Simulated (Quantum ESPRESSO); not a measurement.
# Energy and gap at +3 % biaxial strain: Zr2CO2 MXene, 1 layer

How the rows were computed: Quantum ESPRESSO 7.5 driven by ASE, PBE, GBRV ultrasoft, ESM (bc1); atomic heights clamped; cell area 9.468 Å² at zero strain.

| strain (%) | energy (meV a cell) | gap on the mesh (eV) |
| --- | --- | --- |
| −3 | 243.96 | 0.837 |
| −1.5 | 59.74 | 0.907 |
| 0 | 0.00 | 0.966 |
| +1.5 | 51.51 | 1.016 |

**Question.** What are energy and gap at +3 %, and how stiff is the sheet?

**Worked estimate.** About zero, E'' = (59.74 + 51.51 − 2 × 0.00)/1.5² = 49.44 meV per %² and E' = (51.51 − 59.74)/3 = −2.74 meV per %. With E = A K ε², where K = (C11 + C22)/2 + C12 (C11 + C12 for a hexagonal sheet), K = 49.44 × 10/(2 × 9.468) × 16.02 = 418 N/m. The parabola gives E(+3 %) = 0.00 + 3 × (−2.74) + 4.5 × 49.44 = 214.3 meV. Continuing the last slope, the gap is 2 × 1.016 − 0.966 = 1.066 eV.

What the calculation gave: E = 202.1 meV and the gap 1.056 eV. The parabola misses by +12.1 meV, too high, since bonds soften under tension. The gap's line misses by +0.010 eV.

**Limits.** Clamped heights stiffen sheets with several planes. Semilocal gap, no spin-orbit coupling.
